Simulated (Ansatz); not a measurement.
# LaBi (model cell, started as CsCl type): following an unstable mode, part 3 of 3

Which phase does LaBi (model cell, started as CsCl type) fall into along its unstable mode, and how much energy does it gain?

Ansatz 0.2.0; DFT PBEsol, scalar-relativistic, plane waves, PAW.

So far. Step 5 (Energy along the mode, all amplitudes (two of the runs …): The lowest of the steps tried is at 0.22 Å, 7.14 meV/atom below the parent; the bottom of the well need not coincide with a step. Step 7 (The new phase in its own primitive cell): The largest force component left is 0.18 meV/Å and the pressure is 0.004 GPa, within the tolerances set. The cell now holds 32.25 Å³/atom. The relaxed cell has a, b, c = 5.030, 6.102, 8.405 Å (conventional setting).

The structure was built from a prototype and need not be the compound's stable phase.

### Step 8. Modes of the new phase, k-mesh 10×10×6

A relaxed structure may still be a saddle point, so its zone-centre modes are computed. No field response is asked, since the mesh shows no gap.

Contents of input.yaml:

```yaml
crystal:
  lattice:
    - [2.5147999729, -3.051000685, 0.0]
    - [2.5147999729, 3.051000685, 0.0]
    - [0.0, 0.0, 8.4053129522]
  atoms:
    - { symbol: La, position: [0.9484078132, 0.0515921868, 0.75] }
    - { symbol: La, position: [0.0515921868, 0.9484078132, 0.25] }
    - { symbol: Bi, position: [0.5, 0.5, 0.0] }
    - { symbol: Bi, position: [0.5, 0.5, 0.5] }
kpoints:
  mp_grid: { grid: [10, 10, 6] }
hamiltonian:
  xc: pbesol
scf:
  occupations: { method: methfessel_paxton, width: 0.15 }
output:
  eigenvalues: true
phonons:
  method: dfpt
```

On the command line:

```console
ansatz run input.yaml --threads 4 --pin off --max-ram 7168MiB --backend cpu --events-out ev --progress --plain --runs-dir out
```

Numbers of over 12 decimals in the logs are rounded to 6 here.

The log of the run:

```text
zone centre: on kpoints.mp_grid the ground state, and the responses unless they are solved on pairs of k-points, stand on 172 of the mesh's 600 k-points, reduced under 2 symmetry operations, with k and −k counted as one. Each operation leaves every solved displacement unchanged or reverses it
[...]
Crystal: 4 atoms, lattice volume = 128.982 Å³
Basis set: ecut = 420 eV, 2555 PW (Γ), exchange–correlation on 54×54×120 points (8 copies of the dense FFT grid, shifted against one another)
Bands: 32, of which v1, the nominal top of the filled ones, is band 26 counted from 1 (25 counted from 0)
Symmetry: 8 space group operations
k-points: 172 of 600 (irreducible under 2 space group operations, time reversal used)
[...]
SCF iter   1: F=—  HF=-36810.161630 eV  |F-HF|=—  |Δ(HF+E_count)|=         —  Δρ=3.66e-3  dr2=1.37e-2  ethr=1.77e-3  ⟨swp⟩=5.6  Hψ=24580  notcnv=0
[...]
SCF iter  10: F=-36810.160857 eV  HF=-36810.160857 eV  |F-HF|=0.00e0  |Δ(HF+E_count)|=  7.28e-12  S|Δr|=    0.00e0  Δρ=2.18e-8  dr2=8.14e-13  ethr=1.00e-12  ⟨swp⟩=15.1  Hψ=36146  notcnv=0
SCF 1 converged in 10 iterations: F = -36810.160857 eV  dr2 = 8.14e-13
[...]
DFPT response loops at Γ: preconditioner auto → Kerker (q_TF=auto, 2.345 Å⁻¹) (partly filled bands, converged f_vac=0.000); β = 1.00, the filter's whole step (`scf.mixing.beta` (0.50) is not read by the response loops under this deck's `scf.mixing.preconditioner`; to damp them name `kerker` or `kerker_dos`, under which they read `scf.mixing.beta`, and type it under 1.00, their step now; both keys bind the ground state too); Broyden in place of MSR1
SCF converged after 10 iterations
[...]
Free energy (F): -36810.160857 eV
[...]
Internal energy: -36810.162325 eV  (E = F + TS)
E sigma→0 (E₀):  -36810.161224 eV
Entropy (-TS):   0.001469 eV (0.367 meV/atom)
Fermi energy:    11.903126 eV
Step filling:    the computed levels leave a gap of 0.0000 eV = 0.0 smearing widths at the electron count; against every level under it full and every level over it empty, smearing changes F+E_penalty+E_count by +0.070 meV and its σ→0 estimate by -0.297 meV
[...]
--- Band table (eV; the first three rows and the last of 172) ---
  k-point 0: bands = [... 22 lower, 11.2656, 11.2942, 11.5135, 11.7273, 12.3226, 12.3975, 12.8833, 13.3464, ... 2 higher]
  k-point 1: bands = [... 22 lower, 10.7645, 11.2554, 11.5718, 12.0059, 12.3261, 12.4054, 12.7457, 13.3737, ... 2 higher]
  k-point 2: bands = [... 22 lower, 10.8718, 11.1519, 11.7495, 12.2506, 12.3300, 12.4123, 12.5412, 13.2356, ... 2 higher]
  k-point 171: bands = [... 22 lower, 9.3006, 9.3006, 9.6895, 9.6895, 12.9061, 12.9061, 13.5344, 13.5344, ... 2 higher]
--- Phonons (Γ-DFPT): 6 representative perturbations + reference, on 172 of 600 k-points (Σ response iterations 18) ---
  k mesh reduced under 2 symmetry operations, with k and −k counted as one. Each operation leaves every solved displacement unchanged or reverses it
  ASR residual: 6.320e-5 → 0.000e0 eV/Å²; symmetrization residual: 1.052e-5 eV/Å²
  ASR residual per site (eV/Å²): 6.32e-5 6.32e-5 5.01e-5 5.01e-5
  Γ frequencies (cm⁻¹): 0.00 0.00 0.00 18.65 41.71 61.48 72.97 75.35 99.05 113.29 115.08 116.94
  non-analytic LO–TO correction: not included (Born effective charges unavailable; polar crystals: no LO–TO splitting at Γ)
```

It took 2.3 min on 4 threads of Arm Neoverse V2, shared host; peak memory 2.9 GiB; 8.8 min of CPU time.

This step gave:

```yaml
sum_rule_residual_before_enforcement: 6.32e-5 eV/Å²
point_group: mmm
highest_optical_mode_at_the_zone_centre_no_lo_to_term: 116.9 cm⁻¹
lowest_optical_zone_centre_mode: 18.65 cm⁻¹
```

Patterns of degenerate modes are one choice out of their space. Modes at Γ, with each element's share of the kinetic energy:

```
mode  frequency (cm⁻¹)  symmetry  La %  Bi %
   1               0.0  acoustic    40    60
   2               0.0  acoustic    40    60
   3               0.0  acoustic    40    60
   4              18.6       B1u     4    96
   5              41.7        Ag   100     0
   6              61.5       B2u    54    46
   7              73.0        Au     0   100
   8              75.3       B1g   100     0
   9              99.0       B2u     6    94
  10             113.3       B1u    56    44
  11             115.1       B3g   100     0
  12             116.9       B3u    60    40
```

Displacements in mode 4 (18.6 cm⁻¹), the largest set to 1:
```
La1  0.00  0.00 -0.26
La2  0.00  0.00 -0.26
Bi3  0.00 -1.00  0.17
Bi4  0.00  1.00  0.17
```

Displacements in mode 12 (116.9 cm⁻¹), the largest set to 1:
```
La1  1.00  0.00  0.00
La2  1.00  0.00  0.00
Bi3 -0.66  0.00  0.00
Bi4 -0.66  0.00  0.00
```

Before it was imposed, the acoustic sum rule was missed by 6.3e-5 eV/Å². Small misses are needed for a sound result but don't prove that mesh and cutoff are converged. The lowest optical mode is real, 18.6 cm⁻¹.

### Step 9. Summary of results

```
unstable mode of the parent                                                      : q = (0, 0, -0.5), 54i cm⁻¹
depth at the lowest point sampled                                                : 7.14 meV/atom
largest atomic shift at that point                                               : 0.22 Å
space group reached (within 0.01 Å)                                              : Cmcm
energy gained over the parent (first relaxation, on the mesh of the frozen mode) : 43.1 meV/atom
volume per atom, phase reached                                                   : 32.2 Å³
lowest optical zone-centre mode, phase reached                                   : 18.6 cm⁻¹
highest optical mode at the zone centre (no LO-TO term), phase reached           : 117 cm⁻¹
```

In words: Along this mode the structure falls into Cmcm, 43.1 meV/atom below the parent. At the parent's cell the well is 7.145 meV/atom deep on the steps tried, with its lowest point at a shift of 0.22 Å. Relaxing atoms and cell changes the gain by +35.98 meV/atom against the lowest step (energies at zero smearing). Most of the total comes from this relaxation. The new phase has no imaginary mode at the zone centre of its cell; other wavevectors were not checked. Of the 4 patterns followed to their end from this parent, this one ends 29.3 meV/atom above the lowest, P4/nmm. Each path keeps the symmetry of its pattern, so a lower phase may lie along a pattern not tried. With no gap, or one that is small against the smearing, the frequencies hang on the k mesh and the smearing, most of all near Kohn anomalies. Spin-orbit coupling is left out, which can matter for the heavy elements here. A phonon run warned that its eigensolver left some bands unconverged in a pass. The starting cell was built on a prototype and not taken from a measurement, so the phase need not exist.

[Logs are printed without paths, hosts, clocks, repeated set-up lines and the standing remarks that a program may print on its own settings, such as how far it seeks lower states.]

[Hosts, paths, dates, database ids (printed as entryN), source tags and the programs' standing remarks are cut or masked in the printed files.]
